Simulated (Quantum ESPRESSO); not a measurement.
## The states of the two spins in Fe3Ge

Wanted: the exchange-split electronic structure of Fe3Ge.

Program: Quantum ESPRESSO 7.5. Level of theory: PBEsol; plane waves with GBRV 1.5 PBEsol potentials, no spin-orbit coupling. Results are calculated unless marked as measured.

## 1. The starting structure

It takes space group P6_3/mmc (No. 194, hexagonal). Conventional cell: a = 5.169 Å, b = 5.169 Å, c = 4.222 Å, α = 90.00°, β = 90.00°, γ = 120.00°. Fe has 8 Fe at 2.50 to 2.67 Å and 4 Ge at 2.58 to 2.61 Å nearest. Nearest to Ge lie 12 Fe at 2.58 to 2.61 Å. Farther neighbours are not listed.

The cell comes from the Crystallography Open Database.

## 2. Ground-state run

This state came out lowest in a comparison of starts that is told elsewhere.

Input file pw.in:

```
&CONTROL
  calculation = 'scf'
  prefix = 'pwscf'
  outdir = './tmp'
  pseudo_dir = './pseudo'
  disk_io = 'low'
/
&SYSTEM
  ibrav = 0
  celldm(1) = 8
  nat = 8
  ntyp = 2
  ecutwfc = 40
  ecutrho = 280
  nbnd = 89
  occupations = 'smearing'
  smearing = 'fd'
  degauss = 0.00734986
  nspin = 2
  starting_magnetization(1) = 0.175
  starting_magnetization(2) = 0
/
&ELECTRONS
  conv_thr = 1.6d-08
  electron_maxstep = 150
  mixing_beta = 0.3
/
ATOMIC_SPECIES
Fe     55.8450 fe_pbesol_v1.5.uspp.F.UPF
Ge     72.6300 ge_pbesol_v1.4.uspp.F.UPF
CELL_PARAMETERS alat
   1.2209992922738    0.0000000000000    0.0000000000000
  -0.6104996461369    1.0574164051210    0.0000000000000
   0.0000000000000    0.0000000000000    0.9973029622713
ATOMIC_POSITIONS crystal
Fe      0.8390000000    0.6780000000    0.2500000000
Fe      0.1610000000    0.8390000000    0.7500000000
Fe      0.3220000000    0.1610000000    0.2500000000
Fe      0.1610000000    0.3220000000    0.7500000000
Fe      0.8390000000    0.1610000000    0.2500000000
Fe      0.6780000000    0.8390000000    0.7500000000
Ge      0.3333333333    0.6666666667    0.2500000000
Ge      0.6666666667    0.3333333333    0.7500000000
K_POINTS automatic
6 6 6 0 0 0
```

Launch:

```console
> OMP_NUM_THREADS=1 mpirun -n 4 pw.x -nk 4 -in pw.in > pw.out
```

The program printed:

```text
Program PWSCF v.7.5 starts

     Message from routine setup:
     using ibrav=0 with symmetry is DISCOURAGED, use correct ibrav instead

     K-points division:     npool     =       4
     Subspace diagonalization in iterative solution of the eigenvalue problem:

     bravais-lattice index     =            0
     lattice parameter (alat)  =       8.0000  a.u.
     unit-cell volume          =     659.2627 (a.u.)^3
     number of atoms/cell      =            8
     number of atomic types    =            2
     number of electrons       =       124.00
     number of Kohn-Sham states=           89
     kinetic-energy cutoff     =      40.0000  Ry
     charge density cutoff     =     280.0000  Ry
     scf convergence threshold =      1.6E-08
     mixing beta               =       0.3000
     number of iterations used =            8  plain     mixing
     Exchange-correlation= SLA  PW   PSX  PSC
                           (   1   4  10   8   0   0   0)

     celldm(1)=   8.000000  celldm(2)=   0.000000  celldm(3)=   0.000000
     celldm(4)=   0.000000  celldm(5)=   0.000000  celldm(6)=   0.000000

     crystal axes: (cart. coord. in units of alat)
               a(1) = (   1.220999   0.000000   0.000000 )
               a(2) = (  -0.610500   1.057416   0.000000 )
               a(3) = (   0.000000   0.000000   0.997303 )

     reciprocal axes: (cart. coord. in units 2 pi/alat)
               b(1) = (  0.819001  0.472851 -0.000000 )
               b(2) = (  0.000000  0.945701  0.000000 )
               b(3) = (  0.000000 -0.000000  1.002704 )

     PseudoPot. # 1 for Fe read from file:
     fe_pbesol_v1.5.uspp.F.UPF
     Pseudo is Ultrasoft + core correction, Zval = 16.0

     PseudoPot. # 2 for Ge read from file:
     ge_pbesol_v1.4.uspp.F.UPF
     Pseudo is Ultrasoft + core correction, Zval = 14.0

     atomic species   valence    mass     pseudopotential
     Fe               16.00    55.84500     Fe( 1.00)
     Ge               14.00    72.63000     Ge( 1.00)

     Starting magnetic structure
     atomic species   magnetization
     Fe              0.175
     Ge              0.000

     24 Sym. Ops., with inversion, found (12 have fractional translation)

   Cartesian axes

     site n.     atom                  positions (alat units)
         1        Fe     tau(   1) = (   0.6104996   0.7169283   0.2493257  )
         2        Fe     tau(   2) = (  -0.3156283   0.8871724   0.7479772  )
         3        Fe     tau(   3) = (   0.2948713   0.1702440   0.2493257  )
         4        Fe     tau(   4) = (   0.0000000   0.3404881   0.7479772  )
         5        Fe     tau(   5) = (   0.9261280   0.1702440   0.2493257  )
         6        Fe     tau(   6) = (   0.3156283   0.8871724   0.7479772  )
         7        Ge     tau(   7) = (  -0.0000000   0.7049443   0.2493257  )
         8        Ge     tau(   8) = (   0.6104996   0.3524721   0.7479772  )

     number of k points=    28  Fermi-Dirac smearing, width (Ry)=  0.0073
                       cart. coord. in units 2pi/alat
        k(    1) = (   0.0000000   0.0000000   0.0000000), wk =   0.0046296
        k(    2) = (   0.0000000   0.0000000   0.1671174), wk =   0.0092593
        k(    3) = (   0.0000000   0.0000000   0.3342348), wk =   0.0092593
        k(    4) = (   0.0000000   0.0000000  -0.5013522), wk =   0.0046296
        k(    5) = (   0.0000000   0.1576169   0.0000000), wk =   0.0277778
        [... 23 further k-points ...]

     Dense  grid:    51997 G-vectors     FFT dimensions: (  54,  54,  48)

     Smooth grid:    22545 G-vectors     FFT dimensions: (  40,  40,  36)

     Check: negative core charge=   -0.000048
     Generating pointlists ...
     new r_m :   0.2433 (alat units)  1.9462 (a.u.) for type    1
     new r_m :   0.2519 (alat units)  2.0150 (a.u.) for type    2

     Initial potential from superposition of free atoms

     starting charge     117.9984, renormalised to     124.0000
     Starting wfcs are   96 randomized atomic wfcs

     Self-consistent Calculation

     iteration #  1     ecut=    40.00 Ry     beta= 0.30
     Davidson diagonalization with overlap
     ethr =  1.00E-02,  avg # of iterations =  4.2

     total energy              =   -1926.69320047 Ry
     estimated scf accuracy    <       7.33949082 Ry

     total magnetization       =    12.55 Bohr mag/cell
     absolute magnetization    =    13.03 Bohr mag/cell

     iteration #  2     ecut=    40.00 Ry     beta= 0.30
     Davidson diagonalization with overlap
     ethr =  5.92E-03,  avg # of iterations =  2.0

     total energy              =   -1927.50993943 Ry
     estimated scf accuracy    <       0.71822855 Ry

     total magnetization       =    13.13 Bohr mag/cell
     absolute magnetization    =    13.82 Bohr mag/cell

     [... further iterations left out ...]

     iteration # 10     ecut=    40.00 Ry     beta= 0.30
     Davidson diagonalization with overlap
     ethr =  9.78E-10,  avg # of iterations =  2.0

     total energy              =   -1927.63163401 Ry
     estimated scf accuracy    <       0.00000006 Ry

     total magnetization       =    13.14 Bohr mag/cell
     absolute magnetization    =    14.10 Bohr mag/cell

     iteration # 11     ecut=    40.00 Ry     beta= 0.30
     Davidson diagonalization with overlap
     ethr =  4.71E-11,  avg # of iterations =  2.1

     Magnetic moment per site  (integrated on atomic sphere of radius R)
     atom   1 (R=0.243)  charge= 14.4797  magn=  2.2390
     atom   2 (R=0.243)  charge= 14.4797  magn=  2.2390
     atom   3 (R=0.243)  charge= 14.4797  magn=  2.2390
     atom   4 (R=0.243)  charge= 14.4797  magn=  2.2390
     atom   5 (R=0.243)  charge= 14.4797  magn=  2.2390
     atom   6 (R=0.243)  charge= 14.4797  magn=  2.2390
     atom   7 (R=0.252)  charge= 12.1884  magn= -0.1088
     atom   8 (R=0.252)  charge= 12.1884  magn= -0.1088

     End of self-consistent calculation

     [... lines left out ...]
     the Fermi energy is    17.3895 ev

!    total energy              =   -1927.63163427 Ry
     estimated scf accuracy    <       0.00000001 Ry
     smearing contrib. (-TS)   =      -0.01377867 Ry
     internal energy E=F+TS    =   -1927.61785559 Ry

     The total energy is F=E-TS. E is the sum of the following terms:
     one-electron contribution =    -904.29190885 Ry
     hartree contribution      =     540.62127149 Ry
     xc contribution           =    -289.21930911 Ry
     ewald contribution        =   -1274.72790912 Ry

     total magnetization       =    13.14 Bohr mag/cell
     absolute magnetization    =    14.10 Bohr mag/cell

     convergence has been achieved in  11 iterations

=------------------------------------------------------------------------------=
   JOB DONE.
=------------------------------------------------------------------------------=
```

Elapsed: 65 s, on 4 MPI ranks of Intel Xeon Platinum 8488C (Sapphire Rapids), shared host; peak memory 0.68 GiB.

Spin moment in the atom's sphere by atom:

```csv
atom,spin moment in the atom's sphere (μB)
Fe1,2.24
Fe2,2.24
Fe3,2.24
Fe4,2.24
Fe5,2.24
Fe6,2.24
Ge7,-0.11
Ge8,-0.11
```

This step gave:

```
smearing term TS       : 0.1875 eV
magnetization          : 13.14 μB
absolute magnetization : 14.10 μB
final state            : ferromagnetic
```

## 3. Projected density of states

Input file projwfc.in:

```
&PROJWFC
  prefix = 'pwscf'
  outdir = './tmp'
  filpdos = 'pdos'
  ngauss = 0
  degauss = 0.01
  DeltaE = 0.05
  Emin = 8.39
  Emax = 22.39
/
```

Launch:

```console
> OMP_NUM_THREADS=1 mpirun -n 4 projwfc.x -nk 4 -in projwfc.in > projwfc.out
```

The program printed:

```text
[banner, memory and clock lines left out]
Program PROJWFC v.7.5 starts

     [... lines left out ...]
     IMPORTANT: XC functional enforced from input :
     Exchange-correlation= PBESOL
                           (   1   4  10   8   0   0   0)
     Any further DFT definition will be discarded
     Please, verify this is what you really want

     G-vector sticks info

     Check: negative core charge=   -0.000048

     Gaussian broadening (read from input): ngauss,degauss=   0    0.010000

     Calling projwave ....

  Problem Sizes
  natomwfc =           96
  nbnd     =           89
  nkstot   =           56
  npwx     =         2841
  nkb      =          144

     Atomic states used for projection
     (read from pseudopotential files):

     state #   1: atom   1 (Fe ), wfc  1 (l=0 m= 1)
     state #   2: atom   1 (Fe ), wfc  2 (l=1 m= 1)
     state #   3: atom   1 (Fe ), wfc  2 (l=1 m= 2)
     state #   4: atom   1 (Fe ), wfc  2 (l=1 m= 3)
     state #   5: atom   1 (Fe ), wfc  3 (l=2 m= 1)
     state #   6: atom   1 (Fe ), wfc  3 (l=2 m= 2)
     state #   7: atom   1 (Fe ), wfc  3 (l=2 m= 3)
     state #   8: atom   1 (Fe ), wfc  3 (l=2 m= 4)
     state #   9: atom   1 (Fe ), wfc  3 (l=2 m= 5)
     state #  10: atom   1 (Fe ), wfc  4 (l=0 m= 1)
     state #  11: atom   1 (Fe ), wfc  5 (l=1 m= 1)
     state #  12: atom   1 (Fe ), wfc  5 (l=1 m= 2)
     state #  13: atom   1 (Fe ), wfc  5 (l=1 m= 3)
     state #  14: atom   2 (Fe ), wfc  1 (l=0 m= 1)
     state #  15: atom   2 (Fe ), wfc  2 (l=1 m= 1)
     state #  16: atom   2 (Fe ), wfc  2 (l=1 m= 2)
     state #  17: atom   2 (Fe ), wfc  2 (l=1 m= 3)
     state #  18: atom   2 (Fe ), wfc  3 (l=2 m= 1)
     state #  19: atom   2 (Fe ), wfc  3 (l=2 m= 2)
     state #  20: atom   2 (Fe ), wfc  3 (l=2 m= 3)
     state #  21: atom   2 (Fe ), wfc  3 (l=2 m= 4)
     state #  22: atom   2 (Fe ), wfc  3 (l=2 m= 5)
     state #  23: atom   2 (Fe ), wfc  4 (l=0 m= 1)
     state #  24: atom   2 (Fe ), wfc  5 (l=1 m= 1)
[...]
state #  63: atom   5 (Fe ), wfc  5 (l=1 m= 1)
     state #  64: atom   5 (Fe ), wfc  5 (l=1 m= 2)
     state #  65: atom   5 (Fe ), wfc  5 (l=1 m= 3)
     state #  66: atom   6 (Fe ), wfc  1 (l=0 m= 1)
     state #  67: atom   6 (Fe ), wfc  2 (l=1 m= 1)
     state #  68: atom   6 (Fe ), wfc  2 (l=1 m= 2)
     state #  69: atom   6 (Fe ), wfc  2 (l=1 m= 3)
     state #  70: atom   6 (Fe ), wfc  3 (l=2 m= 1)
     state #  71: atom   6 (Fe ), wfc  3 (l=2 m= 2)
     state #  72: atom   6 (Fe ), wfc  3 (l=2 m= 3)
     state #  73: atom   6 (Fe ), wfc  3 (l=2 m= 4)
     state #  74: atom   6 (Fe ), wfc  3 (l=2 m= 5)
     state #  75: atom   6 (Fe ), wfc  4 (l=0 m= 1)
     state #  76: atom   6 (Fe ), wfc  5 (l=1 m= 1)
     state #  77: atom   6 (Fe ), wfc  5 (l=1 m= 2)
     state #  78: atom   6 (Fe ), wfc  5 (l=1 m= 3)
     state #  79: atom   7 (Ge ), wfc  1 (l=2 m= 1)
     state #  80: atom   7 (Ge ), wfc  1 (l=2 m= 2)
     state #  81: atom   7 (Ge ), wfc  1 (l=2 m= 3)
     state #  82: atom   7 (Ge ), wfc  1 (l=2 m= 4)
     state #  83: atom   7 (Ge ), wfc  1 (l=2 m= 5)
     state #  84: atom   7 (Ge ), wfc  2 (l=0 m= 1)
     state #  85: atom   7 (Ge ), wfc  3 (l=1 m= 1)
     state #  86: atom   7 (Ge ), wfc  3 (l=1 m= 2)
     state #  87: atom   7 (Ge ), wfc  3 (l=1 m= 3)
     state #  88: atom   8 (Ge ), wfc  1 (l=2 m= 1)
     state #  89: atom   8 (Ge ), wfc  1 (l=2 m= 2)
     state #  90: atom   8 (Ge ), wfc  1 (l=2 m= 3)
     state #  91: atom   8 (Ge ), wfc  1 (l=2 m= 4)
     state #  92: atom   8 (Ge ), wfc  1 (l=2 m= 5)
     state #  93: atom   8 (Ge ), wfc  2 (l=0 m= 1)
     state #  94: atom   8 (Ge ), wfc  3 (l=1 m= 1)
     state #  95: atom   8 (Ge ), wfc  3 (l=1 m= 2)
     state #  96: atom   8 (Ge ), wfc  3 (l=1 m= 3)

 [... projections of the bands left out ...]

Lowdin Charges:

     Atom #   1: total charge =  16.1171, s =  2.4084, p =  7.2458, d =  6.4629,
                 spin up      =   9.1986, s =  1.1986,
                 spin up      =   9.1986, p =  3.6059, pz=  1.2005, px=  1.2019, py=  1.2035,
                 spin up      =   9.1986, d =  4.3941, dz2=  0.8519, dxz=  0.8936, dyz=  0.9030, dx2-y2=  0.8815, dxy=  0.8641,
                 spin down    =   6.9185, s =  1.2098,
                 spin down    =   6.9185, p =  3.6399, pz=  1.2152, px=  1.2076, py=  1.2172,
                 spin down    =   6.9185, d =  2.0688, dz2=  0.4363, dxz=  0.5190, dyz=  0.2919, dx2-y2=  0.3194, dxy=  0.5022,
                 polarization =   2.2801, s = -0.0112, p = -0.0340, d =  2.3253,
     Atom #   2: total charge =  16.1171, s =  2.4084, p =  7.2458, d =  6.4629,
                 spin up      =   9.1986, s =  1.1986,
                 spin up      =   9.1986, p =  3.6059, pz=  1.2005, px=  1.2031, py=  1.2023,
                 spin up      =   9.1986, d =  4.3941, dz2=  0.8519, dxz=  0.9006, dyz=  0.8959, dx2-y2=  0.8685, dxy=  0.8772,
                 spin down    =   6.9185, s =  1.2098,
                 spin down    =   6.9185, p =  3.6399, pz=  1.2152, px=  1.2148, py=  1.2100,
                 spin down    =   6.9185, d =  2.0688, dz2=  0.4363, dxz=  0.3487, dyz=  0.4622, dx2-y2=  0.4565, dxy=  0.3651,
                 polarization =   2.2801, s = -0.0112, p = -0.0340, d =  2.3253,
     Atom #   3: total charge =  16.1171, s =  2.4084, p =  7.2458, d =  6.4629,
                 spin up      =   9.1986, s =  1.1986,
                 spin up      =   9.1986, p =  3.6059, pz=  1.2005, px=  1.2031, py=  1.2023,
                 spin up      =   9.1986, d =  4.3941, dz2=  0.8519, dxz=  0.9006, dyz=  0.8959, dx2-y2=  0.8685, dxy=  0.8772,
                 spin down    =   6.9185, s =  1.2098,
                 spin down    =   6.9185, p =  3.6399, pz=  1.2152, px=  1.2148, py=  1.2100,
                 spin down    =   6.9185, d =  2.0688, dz2=  0.4363, dxz=  0.3487, dyz=  0.4622, dx2-y2=  0.4565, dxy=  0.3651,
                 polarization =   2.2801, s = -0.0112, p = -0.0340, d =  2.3253,
     Atom #   4: total charge =  16.1171, s =  2.4084, p =  7.2458, d =  6.4629,
                 spin up      =   9.1986, s =  1.1986,
                 spin up      =   9.1986, p =  3.6059, pz=  1.2005, px=  1.2019, py=  1.2035,
                 spin up      =   9.1986, d =  4.3941, dz2=  0.8519, dxz=  0.8936, dyz=  0.9030, dx2-y2=  0.8815, dxy=  0.8641,
                 spin down    =   6.9185, s =  1.2098,
                 spin down    =   6.9185, p =  3.6399, pz=  1.2152, px=  1.2076, py=  1.2172,
                 spin down    =   6.9185, d =  2.0688, dz2=  0.4363, dxz=  0.5190, dyz=  0.2919, dx2-y2=  0.3194, dxy=  0.5022,
                 polarization =   2.2801, s = -0.0112, p = -0.0340, d =  2.3253,
     Atom #   5: total charge =  16.1171, s =  2.4084, p =  7.2458, d =  6.4629,
                 spin up      =   9.1986, s =  1.1986,
                 spin up      =   9.1986, p =  3.6059, pz=  1.2005, px=  1.2031, py=  1.2023,
                 spin up      =   9.1986, d =  4.3941, dz2=  0.8519, dxz=  0.9006, dyz=  0.8959, dx2-y2=  0.8685, dxy=  0.8772,
                 spin down    =   6.9185, s =  1.2098,
                 spin down    =   6.9185, p =  3.6399, pz=  1.2152, px=  1.2148, py=  1.2100,
                 spin down    =   6.9185, d =  2.0688, dz2=  0.4363, dxz=  0.3487, dyz=  0.4622, dx2-y2=  0.4565, dxy=  0.3651,
                 polarization =   2.2801, s = -0.0112, p = -0.0340, d =  2.3253,
     Atom #   6: total charge =  16.1171, s =  2.4084, p =  7.2458, d =  6.4629,
                 spin up      =   9.1986, s =  1.1986,
                 spin up      =   9.1986, p =  3.6059, pz=  1.2005, px=  1.2031, py=  1.2023,
                 spin up      =   9.1986, d =  4.3941, dz2=  0.8519, dxz=  0.9006, dyz=  0.8959, dx2-y2=  0.8685, dxy=  0.8772,
                 spin down    =   6.9185, s =  1.2098,
                 spin down    =   6.9185, p =  3.6399, pz=  1.2152, px=  1.2148, py=  1.2100,
                 spin down    =   6.9185, d =  2.0688, dz2=  0.4363, dxz=  0.3487, dyz=  0.4622, dx2-y2=  0.4565, dxy=  0.3651,
                 polarization =   2.2801, s = -0.0112, p = -0.0340, d =  2.3253,
     Atom #   7: total charge =  13.3749, s =  1.0314, p =  2.3498, d =  9.9937,
                 spin up      =   6.5683, s =  0.5048,
                 spin up      =   6.5683, p =  1.0664, pz=  0.3656, px=  0.3504, py=  0.3504,
                 spin up      =   6.5683, d =  4.9971, dz2=  0.9993, dxz=  0.9995, dyz=  0.9995, dx2-y2=  0.9994, dxy=  0.9994,
                 spin down    =   6.8066, s =  0.5266,
                 spin down    =   6.8066, p =  1.2834, pz=  0.4314, px=  0.4260, py=  0.4260,
                 spin down    =   6.8066, d =  4.9966, dz2=  0.9992, dxz=  0.9994, dyz=  0.9994, dx2-y2=  0.9993, dxy=  0.9993,
                 polarization =  -0.2382, s = -0.0217, p = -0.2171, d =  0.0006,
     Atom #   8: total charge =  13.3749, s =  1.0314, p =  2.3498, d =  9.9937,
                 spin up      =   6.5683, s =  0.5048,
                 spin up      =   6.5683, p =  1.0664, pz=  0.3656, px=  0.3504, py=  0.3504,
                 spin up      =   6.5683, d =  4.9971, dz2=  0.9993, dxz=  0.9995, dyz=  0.9995, dx2-y2=  0.9994, dxy=  0.9994,
                 spin down    =   6.8066, s =  0.5266,
```

It took 3.8 s on 4 MPI ranks; peak memory 0.33 GiB.

The density of states has structure finer than the step of the table below, so its rows give means over 0.5 eV, whole bins alone (the curve runs from -9.00 to 5.05 eV). Peaks (eV: height): up -4.35: 6.24, -3.40: 9.2, -2.60: 10.4, -1.50: 13.6; down -2.95: 5.68, -1.75: 8.65, -0.75: 7.51, 1.10: 10.8; Fe1 d up -3.40: 1.33, -2.60: 1.54, -1.50: 2.15, -0.65: 0.956; Fe1 d down -1.75: 1.16, -0.75: 1.09, 1.10: 1.72, 1.60: 0.868; Ge7 p up -6.60: 0.271, -5.85: 0.342, -5.30: 0.265, -4.60: 0.424.

Gaussian broadening of 0.136 eV on the SCF mesh. Table of density of states by energy, zero at the Fermi level; means over each step; values in states/eV/cell:

```csv
energy (eV),up,down,Fe1 d up,Fe1 d down,Ge7 p up,Ge7 p down
-8.0,4.5e-5,0,0,0,5.0e-6,0
-7.5,0.0374,0.00622,3.3e-4,3.0e-5,0.00643,0.00115
-7.0,0.485,0.124,0.00804,8.9e-4,0.0798,0.0215
-6.5,1.30,0.859,0.0331,0.00964,0.216,0.158
-6.0,1.74,1.11,0.0749,0.0176,0.263,0.199
-5.5,1.30,1.45,0.0732,0.0355,0.182,0.263
-5.0,2.11,1.04,0.171,0.0325,0.229,0.177
-4.5,5.34,1.03,0.566,0.0370,0.396,0.169
-4.0,4.18,2.12,0.494,0.102,0.222,0.334
-3.5,6.96,2.24,0.992,0.151,0.0692,0.304
-3.0,6.04,4.76,0.878,0.418,0.0712,0.474
-2.5,7.87,1.95,1.17,0.204,0.0954,0.0932
-2.0,7.31,4.59,1.14,0.599,0.0306,0.0424
-1.5,11.0,5.48,1.72,0.748,0.0309,0.0493
-1.0,4.21,5.82,0.633,0.825,0.0297,0.0825
-0.5,4.21,4.64,0.650,0.682,0.0420,0.0557
0.0,2.15,3.29,0.267,0.495,0.0993,0.0297
0.5,1.88,7.69,0.205,1.19,0.128,0.0181
1.0,1.82,9.61,0.152,1.52,0.172,0.0200
1.5,0.788,5.16,0.0525,0.806,0.0891,0.0241
2.0,1.18,3.60,0.0710,0.532,0.148,0.0667
2.5,0.778,3.30,0.0376,0.400,0.0701,0.152
3.0,1.21,1.31,0.0477,0.123,0.102,0.0933
3.5,1.10,1.22,0.0405,0.101,0.140,0.0808
4.0,0.624,1.33,0.0206,0.0859,0.0758,0.0821
4.5,0.911,1.23,0.0269,0.0724,0.0987,0.116
```

## 4. Outcome

```json
{
 "state": "ferromagnetic",
 "largest moment in a sphere": "2.24 μB"
}
```

What this shows: Distinct peaks of the density of states (up) stand at -4.35, -3.40, -2.60, -1.50 and -0.70 eV; the one at -1.50 eV is strongest. These are Kohn–Sham states without spin–orbit coupling, on the mesh of the self-consistent run. Energies are free energies at an electronic temperature of 1160 K, which lowers moments and differences where the moments are itinerant.

[Logs and program files are shortened in this print: banners, set-up blocks, solver, clock and traceback lines can be left out without a mark of their own.]

[Logs are printed without paths, hosts, clocks, repeated set-up lines and the standing remarks that a program may print on its own settings, such as how far it seeks lower states.]

[Hosts, paths, dates, database ids (printed as entryN), source tags and the programs' standing remarks are cut or masked in the printed files.]

[Where a cell is said to come from a database of computed structures, the database is the Materials Project.]
